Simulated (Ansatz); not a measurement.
# SnO (model cell, started as layered BN type): from the cell to its phonons

How does SnO (model cell, started as layered BN type) vibrate, and is this structure a minimum?

Method: DFT PBE, scalar-relativistic, plane waves, PAW, in Ansatz 0.2.0.

The structure was built from a prototype and need not be the compound's stable phase.

## (1) The structure

Symmetry: P6_3/mmc, No. 194, hexagonal system. Conventional cell: a = 3.984 Å, b = 3.984 Å, c = 5.750 Å, α = 90.00°, β = 90.00°, γ = 120.00°. Sn has 3 O at 2.30 Å nearest. Nearest to O lie 3 Sn at 2.30 Å. Farther neighbours and most contacts between anions are not listed.

## (2) Bringing the structure to rest

The cell and atoms are relaxed, since residual forces and stress would shift the frequencies.

Input file input.yaml:

```yaml
crystal:
  lattice:
    - [3.98372, 0.0, 0.0]
    - [-1.99186, 3.45, 0.0]
    - [0.0, 0.0, 5.75]
  atoms:
    - { symbol: Sn, position: [0.333333, 0.666667, 0.25] }
    - { symbol: Sn, position: [0.666667, 0.333333, 0.75] }
    - { symbol: O, position: [0.666667, 0.333333, 0.25] }
    - { symbol: O, position: [0.333333, 0.666667, 0.75] }
kpoints:
  mp_grid: { grid: [9, 9, 6] }
hamiltonian:
  xc: pbe
scf:
  occupations: { method: gaussian, width: 0.02 }
output:
  forces: true
  stress: true
  eigenvalues: true
relax:
  adjacent_minimum: "off"
  f_tol: 0.005
  max_steps: 80
  cell: { stress_tol: 0.05 }
```

Run with:

```sh
$ ansatz run input.yaml --threads 4 --pin off --max-ram 7168MiB --backend cpu --events-out ev --progress --plain --runs-dir out
```

Numbers of over 12 decimals in the logs are rounded to 6 here.

What it wrote:

```text
Warning: the atoms were moved onto the symmetric positions of the space group found under crystal.symmetry.tolerance 1.0e-5 (fractional; no operation is sought that the atoms, as they stand in a round, miss by more than twice it, and no atom is moved by as much as it), and the run uses the moved positions. Before a round's move an operation carried an atom to 3.98e-6 Å from where it should land, the largest such dist [...]
Engine: ansatz 0.2.0, aarch64-unknown-linux-gnu
Pseudopotentials: kind: paw
Pseudopotential: Sn, paw, valence charge 14, recommended cutoff 420 eV (normal), Sn.paw.azcp
Pseudopotential: O, paw, valence charge 6, recommended cutoff 420 eV (normal), O.paw.azcp
Functional definition: PBE
  parameter kappa = 0.804
  parameter beta = 0.066725
  exchange = pbe_x(kappa = kappa, mu = beta*pi^2/3)
  correlation = pbe_c(beta = beta)
Crystal: 4 atoms, lattice volume = 79.027 Å³
Basis set: ecut = 420 eV, 1555 PW (Γ), exchange–correlation on 54×54×80 points (8 copies of the dense FFT grid, shifted against one another)
Bands: 24, of which v1, the nominal top of the filled ones, is band 20 counted from 1 (19 counted from 0)
Symmetry: 24 space group operations
Space group: P63/mmc (ITA 194), of the structure as read, at distance tolerance 4.3e-5 Å
k-points: 48 of 486
Non-local potential: Sn, projectors of the file, l = 0: 2, l = 1: 2, l = 2: 2, l = 3: 2
Non-local potential: O, projectors of the file, l = 0: 2, l = 1: 2, l = 2: 1
PAW form: soft (Blöchl's): semilocal exchange-correlation on the pseudo side does not see the compensation charge
PAW one-centre angular grid: Sn, 590 points (default); XC on 64 Gauss nodes
PAW one-centre angular grid: O, 110 points (default); XC on 64 Gauss nodes
Initial density: superposition of atomic densities (neutral atoms: chi_scale 0, normalization atom), corrected by the library's trained network
Initial wavefunctions: pseudopotential atomic-orbital guess
Functional: x = pbe(κ = 0.804, μ = 0.219515), c = pbe(β = 0.066725)
SCF iter   1: F=—  HF=-13181.445689 eV  |F-HF|=—  |Δ(HF+E_count)|=         —  Δρ=5.12e-3  dr2=2.24e-2  ethr=1.77e-3  ⟨swp⟩=6.3  Hψ=5451  notcnv=0
preconditioner: auto → Resta (q_TF=auto, 2.436 Å⁻¹)  ε∞=3.4  [insulator: Δε(μ)=0.297 eV  Ē_g=16.967 eV  σ=0.020 eV  W_gap=1.00  n_scr=22 (ndim 8)  ℏωp=26.4 eV  f_vac=0.047  D(μ)=0.00/eV (n_scr^D=0)  ε∞_Penn≈3.4]
SCF iter   2: F=—  HF=-13181.442833 eV  |F-HF|=—  |Δ(HF+E_count)|=   2.86e-3  Δρ=3.76e-3  dr2=9.03e-3  ethr=5.60e-5  ⟨swp⟩=2.1  Hψ=2140  notcnv=0
SCF iter   3: F=—  HF=-13181.441322 eV  |F-HF|=—  |Δ(HF+E_count)|=   1.51e-3  Δρ=9.05e-4  dr2=5.05e-4  ethr=2.26e-5  ⟨swp⟩=2.0  Hψ=1610  notcnv=0
SCF iter   4: F=—  HF=-13181.441798 eV  |F-HF|=—  |Δ(HF+E_count)|=   4.76e-4  Δρ=3.11e-4  dr2=7.51e-5  ethr=1.26e-6  ⟨swp⟩=3.0  Hψ=2290  notcnv=0
SCF iter   5: F=—  HF=-13181.441771 eV  |F-HF|=—  |Δ(HF+E_count)|=   2.69e-5  Δρ=1.56e-4  dr2=1.83e-5  ethr=1.88e-7  ⟨swp⟩=2.1  Hψ=1957  notcnv=0
SCF iter   6: F=—  HF=-13181.441784 eV  |F-HF|=—  |Δ(HF+E_count)|=   1.30e-5  Δρ=7.78e-5  dr2=5.02e-6  ethr=4.57e-8  ⟨swp⟩=2.0  Hψ=2110  notcnv=0
SCF iter   7: F=—  HF=-13181.441783 eV  |F-HF|=—  |Δ(HF+E_count)|=   1.21e-6  Δρ=3.24e-5  dr2=8.73e-7  ethr=1.25e-8  ⟨swp⟩=2.9  Hψ=2150  notcnv=0
SCF iter   8: F=-13181.441782 eV  HF=-13181.441782 eV  |F-HF|=2.36e-8  |Δ(HF+E_count)|=   2.67e-7  Δρ=5.35e-6  dr2=2.21e-8  ethr=2.50e-10  ⟨swp⟩=4.0  Hψ=4956  notcnv=0
SCF 1 converged in 8 iterations: F = -13181.441782 eV  dr2 = 2.21e-8
  greatest PAW one-centre occupation: 0.993 electrons in one spin orbital (limit 2), on the Sn atom at site 1 (counted from 0), in its partial waves of l = 2
relax step   1: F+E_penalty+E_count = -13181.44178221 eV  Δ(F+E_penalty+E_count) = +0.000e0 eV  max|allowed force component| = 3.238e-16 eV/Å  Δτ_max = 0.0000 Å  P = +2.509 GPa  Ω = 79.027 Å³  (8 SCF iters, dr2 threshold 1.00e-7 eV, accepted)
Crystal: 4 atoms, lattice volume = 80.202 Å³
Basis set: ecut = 420 eV, 1579 PW (Γ), exchange–correlation on 54×54×80 points (8 copies of the dense FFT grid, shifted against one another)
Initial density: handed on by an earlier stage of this run
Initial wavefunctions: those handed on with the density
iter 1 solved again at ethr=1.92e-5 eV; its pass at ethr=3.10e-3 eV (dr2=7.67e-3 eV) is discarded
SCF iter   1: F=—  HF=-13181.520226 eV  |F-HF|=—  |Δ(HF+E_count)|=         —  Δρ=3.47e-3  dr2=7.62e-3  ethr=1.92e-5  ⟨swp⟩=2.0  Hψ=7056  notcnv=0
preconditioner: auto → Resta (q_TF=auto, 2.430 Å⁻¹)  ε∞=3.4  [insulator: Δε(μ)=0.402 eV  Ē_g=16.942 eV  σ=0.020 eV  W_gap=1.00  n_scr=22 (ndim 8)  ℏωp=26.2 eV  f_vac=0.067  D(μ)=0.00/eV (n_scr^D=0)  ε∞_Penn≈3.4]
SCF iter   2: F=—  HF=-13181.519432 eV  |F-HF|=—  |Δ(HF+E_count)|=   7.94e-4  Δρ=1.94e-3  dr2=2.87e-3  ethr=1.90e-5  ⟨swp⟩=2.0  Hψ=1825  notcnv=0
SCF iter   3: F=—  HF=-13181.518940 eV  |F-HF|=—  |Δ(HF+E_count)|=   4.92e-4  Δρ=6.69e-4  dr2=2.32e-4  ethr=7.17e-6  ⟨swp⟩=2.0  Hψ=1568  notcnv=0
SCF iter   4: F=—  HF=-13181.518926 eV  |F-HF|=—  |Δ(HF+E_count)|=   1.38e-5  Δρ=5.61e-5  dr2=2.14e-6  ethr=5.80e-7  ⟨swp⟩=2.0  Hψ=1532  notcnv=0
SCF iter   5: F=-13181.518928 eV  HF=-13181.518928 eV  |F-HF|=1.62e-7  |Δ(HF+E_count)|=   1.73e-6  Δρ=1.06e-5  dr2=7.68e-8  ethr=1.00e-9  ⟨swp⟩=7.0  Hψ=5286  notcnv=0
SCF 2 converged in 5 iterations: F = -13181.518928 eV  dr2 = 7.68e-8
relax step   2: F+E_penalty+E_count = -13181.51892780 eV  Δ(F+E_penalty+E_count) = -7.715e-2 eV  max|allowed force component| = 6.199e-16 eV/Å  Δτ_max = 0.0000 Å  P = +0.093 GPa  Ω = 80.202 Å³  energy of the carried Pulay correction = -2.538e-3 eV  (5 SCF iters, dr2 threshold 4.00e-7 eV, accepted)
Crystal: 4 atoms, lattice volume = 78.495 Å³
Basis set: ecut = 420 eV, 1529 PW (Γ), exchange–correlation on 54×54×80 points (8 copies of the dense FFT grid, shifted against one another)
iter 1 solved again at ethr=1.86e-5 eV; its pass at ethr=3.10e-3 eV (dr2=7.43e-3 eV) is discarded
SCF iter   1: F=—  HF=-13181.571914 eV  |F-HF|=—  |Δ(HF+E_count)|=         —  Δρ=3.15e-3  dr2=7.25e-3  ethr=1.86e-5  ⟨swp⟩=2.0  Hψ=7156  notcnv=0
preconditioner: auto → Resta (q_TF=auto, 2.438 Å⁻¹)  ε∞=3.4  [insulator: Δε(μ)=0.419 eV  Ē_g=17.094 eV  σ=0.020 eV  W_gap=1.00  n_scr=22 (ndim 8)  ℏωp=26.5 eV  f_vac=0.070  D(μ)=0.00/eV (n_scr^D=0)  ε∞_Penn≈3.4]
SCF iter   2: F=—  HF=-13181.570981 eV  |F-HF|=—  |Δ(HF+E_count)|=   9.32e-4  Δρ=2.04e-3  dr2=2.68e-3  ethr=1.81e-5  ⟨swp⟩=2.0  Hψ=1732  notcnv=0
SCF iter   3: F=—  HF=-13181.570573 eV  |F-HF|=—  |Δ(HF+E_count)|=   4.09e-4  Δρ=8.69e-4  dr2=4.97e-4  ethr=6.69e-6  ⟨swp⟩=2.0  Hψ=1576  notcnv=0
SCF iter   4: F=—  HF=-13181.570507 eV  |F-HF|=—  |Δ(HF+E_count)|=   6.62e-5  Δρ=1.60e-4  dr2=2.29e-5  ethr=1.24e-6  ⟨swp⟩=2.0  Hψ=1517  notcnv=0
SCF iter   5: F=—  HF=-13181.570516 eV  |F-HF|=—  |Δ(HF+E_count)|=   9.58e-6  Δρ=3.26e-5  dr2=1.17e-6  ethr=5.73e-8  ⟨swp⟩=2.8  Hψ=2069  notcnv=0
SCF iter   6: F=-13181.570517 eV  HF=-13181.570517 eV  |F-HF|=4.61e-8  |Δ(HF+E_count)|=   1.21e-6  Δρ=9.85e-6  dr2=1.12e-7  ethr=1.00e-9  ⟨swp⟩=6.1  Hψ=4791  notcnv=0
SCF 3 converged in 6 iterations: F = -13181.570517 eV  dr2 = 1.12e-7
relax step   3: F+E_penalty+E_count = -13181.57051736 eV  Δ(F+E_penalty+E_count) = -5.159e-2 eV  max|allowed force component| = 6.106e-16 eV/Å  Δτ_max = 0.0000 Å  P = +0.570 GPa  Ω = 78.495 Å³  energy of the carried Pulay correction = +1.648e-3 eV  (6 SCF iters, dr2 threshold 4.00e-7 eV, accepted)
[...]
relax step   4: F+E_penalty+E_count = -13181.57356812 eV  Δ(F+E_penalty+E_count) = -3.051e-3 eV  max|allowed force component| = 4.903e-16 eV/Å  Δτ_max = 0.0000 Å  P = +0.184 GPa  Ω = 78.674 Å³  energy of the carried Pulay correction = +1.305e-3 eV  (5 SCF iters, dr2 threshold 4.00e-7 eV, accepted)
[...]
relax step   5: F+E_penalty+E_count = -13181.57301190 eV  Δ(F+E_penalty+E_count) = +5.562e-4 eV  max|allowed force component| = 4.441e-16 eV/Å  Δτ_max = 0.0000 Å  P = -0.098 GPa  Ω = 78.999 Å³  energy of the carried Pulay correction = +5.326e-4 eV  (4 SCF iters, dr2 threshold 2.44e-7 eV, accepted)
[...]
relax step   6: F+E_penalty+E_count = -13181.57329704 eV  Δ(F+E_penalty+E_count) = -2.851e-4 eV  max|allowed force component| = 4.441e-16 eV/Å  Δτ_max = 0.0000 Å  P = -0.001 GPa  Ω = 78.894 Å³  energy of the carried Pulay correction = +7.810e-4 eV  (4 SCF iters, dr2 threshold 3.45e-8 eV, accepted)
[...]
relax step   7: F+E_penalty+E_count = -13181.58360706 eV  Δ(F+E_penalty+E_count) = -1.031e-2 eV  max|allowed force component| = 3.331e-16 eV/Å  Δτ_max = 0.0000 Å  P = +0.108 GPa  Ω = 78.894 Å³  stress off target by 2.78e-1 GPa  SCF on the basis re-selected at this cell (its energy is not comparable with the rows above)  (7 SCF iters)
[...]
relax step   8: F+E_penalty+E_count = -13181.58438554 eV  Δ(F+E_penalty+E_count) = -7.785e-4 eV  max|allowed force component| = 3.146e-16 eV/Å  Δτ_max = 0.0000 Å  P = +0.040 GPa  Ω = 78.920 Å³  energy of the carried Pulay correction = -1.733e-5 eV  (4 SCF iters, dr2 threshold 1.93e-7 eV, accepted)
iter 1 solved again at ethr=1.32e-7 eV; its pass at ethr=3.10e-3 eV (dr2=5.29e-5 eV) is discarded
SCF iter   1: F=—  HF=-13181.584483 eV  |F-HF|=—  |Δ(HF+E_count)|=         —  Δρ=3.95e-5  dr2=1.90e-7  ethr=1.32e-7  ⟨swp⟩=3.1  Hψ=8199  notcnv=0
preconditioner: auto → Resta (q_TF=auto, 2.436 Å⁻¹)  ε∞=3.4  [insulator: Δε(μ)=0.483 eV  Ē_g=17.080 eV  σ=0.020 eV  W_gap=1.00  n_scr=22 (ndim 8)  ℏωp=26.4 eV  f_vac=0.077  D(μ)=0.00/eV (n_scr^D=0)  ε∞_Penn≈3.4]
SCF iter   2: F=—  HF=-13181.584452 eV  |F-HF|=—  |Δ(HF+E_count)|=   3.06e-5  Δρ=1.98e-5  dr2=5.72e-8  ethr=4.75e-10  ⟨swp⟩=2.6  Hψ=2150  notcnv=0
SCF iter   3: F=—  HF=-13181.584452 eV  |F-HF|=—  |Δ(HF+E_count)|=   2.06e-7  Δρ=1.10e-5  dr2=8.40e-8  ethr=1.43e-10  ⟨swp⟩=2.0  Hψ=1633  notcnv=0
SCF iter   4: F=—  HF=-13181.584452 eV  |F-HF|=—  |Δ(HF+E_count)|=   1.07e-8  Δρ=1.70e-6  dr2=1.84e-9  ethr=1.43e-10  ⟨swp⟩=2.0  Hψ=1433  notcnv=0
SCF iter   5: F=—  HF=-13181.584452 eV  |F-HF|=—  |Δ(HF+E_count)|=   3.10e-9  Δρ=7.41e-7  dr2=3.30e-10  ethr=4.61e-12  ⟨swp⟩=2.0  Hψ=1632  notcnv=0
SCF iter   6: F=—  HF=-13181.584452 eV  |F-HF|=—  |Δ(HF+E_count)|=  4.20e-10  Δρ=3.38e-7  dr2=7.43e-11  ethr=1.00e-12  ⟨swp⟩=2.0  Hψ=1523  notcnv=0
SCF iter   7: F=-13181.584452 eV  HF=-13181.584452 eV  |F-HF|=1.27e-11  |Δ(HF+E_count)|=  5.64e-11  Δρ=9.09e-8  dr2=6.47e-12  ethr=1.00e-12  ⟨swp⟩=4.9  Hψ=3849  notcnv=0
SCF 9 converged in 7 iterations: F = -13181.584452 eV  dr2 = 6.47e-12
relax step   9: F+E_penalty+E_count = -13181.58445216 eV  Δ(F+E_penalty+E_count) = -6.662e-5 eV  max|allowed force component| = 3.978e-16 eV/Å  Δτ_max = 0.0000 Å  P = +0.038 GPa  Ω = 78.920 Å³  stress off target by 4.87e-2 GPa  SCF on the basis re-selected at this cell (its energy is not comparable with the rows above)  (7 SCF iters)
basis re-selected at this cell: Δ(F+E_penalty+E_count) = -6.662e-5 eV, ΔP = -0.002 GPa vs the last step (what re-selecting the basis moved, of the pressure what is left beyond the Pulay correction that the steps carried, after the strain that the cell walked since its last selection, with what the two solves' SCF thresholds leave and, on support functions, any second-order correction that the steps lacked; it is no m [...]
SCF converged after 7 iterations
Free energy (F): -13181.584452 eV
Harris-Foulkes:  -13181.584452 eV  (|F-HF|=1.27e-11)
Internal energy: -13181.584452 eV  (E = F + TS)
E sigma→0 (E₀):  -13181.584452 eV
Fermi energy:    8.971453 eV
--- Per-component energies (eV) ---
  E_band       = -230.725008
  E_kinetic    = 715.614555
  E_local      = -2652.609987  (includes V_loc(G=0)·N_el)
  E_nonlocal   = 29.742809
  E_hartree    = 1411.853877
  E_xc         = -914.185721
  E_vxc        = -381.125865  (∫ρ·V_xc dr)
  E_paw        = -8578.495760  (= ΣΔE_a)
  E_vpaw       = -766.059045  (= ΣTr[D̂ρ^β])
  E_aug_tail   = 0.004652  (compensation charges beyond the density's cutoff)
  E_ewald      = -3193.508877
  E_smearing   = -0.000000  (= −TS)
  E_closure    = 0.000000  (closes the sum)
  Σ components = -13181.584452   (vs F -13181.584452, Δ=0.00e0)
--- Forces (eV/Å), atoms counted from 1 ---
  atom   1  Sn     0.00000000     0.00000000     0.00000000
  atom   2  Sn     0.00000000    -0.00000000     0.00000000
  atom   3  O      0.00000000    -0.00000000     0.00000000
  atom   4  O     -0.00000000     0.00000000     0.00000000
  max |Σ_I F_I| component: 1.11e-16 eV/Å
--- Stress (GPa, compression-positive) ---
        0.048687      -0.000000       0.000000
        0.000000       0.048687       0.000000
        0.000000       0.000000       0.015925
  P = ⅓ Tr σ = 0.0378 GPa (0.378 kbar)
--- Band table (eV; the first three rows and the last of 48) ---
  k-point 0: bands = [... 16 lower, 4.2701, 5.1084, 5.1084, 5.3753, 11.8351, 11.9307, 11.9307, 12.6893]
  k-point 1: bands = [... 16 lower, 4.8385, 5.0614, 5.0614, 5.7039, 11.5841, 11.8952, 11.8952, 12.5529]
  k-point 2: bands = [... 16 lower, 4.9238, 4.9238, 6.0080, 6.3771, 11.1261, 11.8714, 11.8714, 12.2523]
  k-point 47: bands = [... 16 lower, 5.4617, 5.4617, 8.7302, 8.7302, 9.2127, 9.2127, 11.1623, 11.1623]
--- Relaxed structure (7 steps of the walk, 7 accepted, 2 SCFs on fresh bases) ---
  F+E_penalty+E_count = -13181.58445216 eV   max|allowed force component| = 3.978e-16 eV/Å   (the final SCF, on the basis selected at the relaxed cell)
  cell:  # Å, volume = 78.9202 Å³
    - [4.171968, 0.0, 0.0]
    - [-2.085984, 3.613030, 0.0]
    - [0.0, 0.0, 5.235713]
  atoms:
    - { symbol: Sn, position: [0.333333, 0.666667, 0.25] }
    - { symbol: Sn, position: [0.666667, 0.333333, 0.75] }
    - { symbol: O, position: [0.666667, 0.333333, 0.25] }
    - { symbol: O, position: [0.333333, 0.666667, 0.75] }
```

Run time: 10 s. Hardware: 4 threads of Arm Neoverse V2, shared host; peak memory 0.42 GiB.

Step by step:

```csv
step,energy less that of the first step (eV),largest force component (eV/Å),pressure (GPa),volume (Å³)
1,0.0000,0.0000,2.51,79.03
2,-0.0771,0.0000,0.09,80.20
3,-0.1287,0.0000,0.57,78.49
4,-0.1318,0.0000,0.18,78.67
5,-0.1312,0.0000,-0.10,79.00
6,-0.1315,0.0000,0.00,78.89
7*,-0.1418,0.0000,0.11,78.89
8,-0.1426,0.0000,0.04,78.92
9*,-0.1427,0.0000,0.04,78.92
```

Relaxation steps marked * repeat the geometry before them on a plane-wave basis chosen anew for their cell, so energy and pressure can jump there.

The run keeps the 24 symmetry operations that it works with, so distortions that break them were not tested.

```csv
"conventional cell, symmetrised",before,after,change
a (Å),3.984,4.172,+4.7 %
b (Å),3.984,4.172,+4.7 %
c (Å),5.750,5.236,-8.9 %
volume (Å³/atom),19.76,19.73,-0.1 %
```

The relaxed structure:

```xyz
4
Lattice="4.1720 0.0000 0.0000 -2.0860 3.6130 0.0000 0.0000 0.0000 5.2357" Properties=species:S:1:pos:R:3 pbc="T T T"
Sn    0.0000    2.4087    1.3089
Sn    2.0860    1.2043    3.9268
O     2.0860    1.2043    1.3089
O     0.0000    2.4087    3.9268
```

This step gave:

| Item | Value |
| --- | --- |
| pressure | 0.03777 GPa |
| gap on the k-mesh | 0.4826 eV |
| volume per atom | 19.73 Å³ |
| direct gap on mesh | 0.4826 eV |

In this step the volume went from 19.76 to 19.73 Å³/atom.

## (3) Relaxing to small forces for the phonons

Phonons need a cell at rest on their own settings, so the relaxation is repeated with tight tolerances on forces and stress on the k mesh and occupations of the first response run.

Input file input.yaml:

```yaml
crystal:
  lattice:
    - [4.171967892, 0.0, 0.0]
    - [-2.085983946, 3.6130301783, 0.0]
    - [0.0, 0.0, 5.2357131492]
  atoms:
    - { symbol: Sn, position: [0.3333333333, 0.6666666667, 0.25] }
    - { symbol: Sn, position: [0.6666666667, 0.3333333333, 0.75] }
    - { symbol: O, position: [0.6666666667, 0.3333333333, 0.25] }
    - { symbol: O, position: [0.3333333333, 0.6666666667, 0.75] }
kpoints:
  mp_grid: { grid: [10, 10, 6] }
hamiltonian:
  xc: pbe
scf:
  occupations: { method: fixed }
output:
  forces: true
  stress: true
  eigenvalues: true
relax:
  adjacent_minimum: "off"
  f_tol: 0.001
  max_steps: 60
  cell: { stress_tol: 0.01 }
```

What it wrote:

```text
[...]
Crystal: 4 atoms, lattice volume = 78.920 Å³
Basis set: ecut = 420 eV, 1535 PW (Γ), exchange–correlation on 60×60×72 points (8 copies of the dense FFT grid, shifted against one another)
Bands: 24, of which v1, the nominal top of the filled ones, is band 20 counted from 1 (19 counted from 0)
Symmetry: 24 space group operations
[...]
k-points: 56 of 600
[...]
--- Relaxed structure (4 steps of the walk, 4 accepted, 1 SCFs on fresh bases) ---
[...]
cell:  # Å, volume = 78.9516 Å³
    - [4.173056, 0.0, 0.0]
    - [-2.086528, 3.613973, 0.0]
    - [0.0, 0.0, 5.235061]
  atoms:
    - { symbol: Sn, position: [0.333333, 0.666667, 0.25] }
    - { symbol: Sn, position: [0.666667, 0.333333, 0.75] }
    - { symbol: O, position: [0.666667, 0.333333, 0.25] }
    - { symbol: O, position: [0.333333, 0.666667, 0.75] }
[key lines of the parts left out:]
SCF converged after 6 iterations
Free energy (F): -13181.584600 eV
Fermi energy:    8.592559 eV
P = ⅓ Tr σ = 0.0033 GPa (0.033 kbar)
```

The job ended after 7.2 s (4 threads; peak memory 0.43 GiB; 26 s of CPU time).

Little changed from the start: no atom moved by 0.005 Å and no cell edge by 0.1 %.

This step gave:

* pressure: 0.003263 GPa
* gap on the k-mesh: 0.6838 eV
* volume per atom: 19.74 Å³
* direct gap on mesh: 0.6838 eV

The forces vanish by symmetry and the pressure is 0.003 GPa, within the tolerances set. The cell now holds 19.74 Å³/atom.

[end of part 1 of 2]

[Logs are printed without paths, hosts, clocks, repeated set-up lines and the standing remarks that a program may print on its own settings, such as how far it seeks lower states.]

[Hosts, paths, dates, database ids (printed as entryN), source tags and the programs' standing remarks are cut or masked in the printed files.]
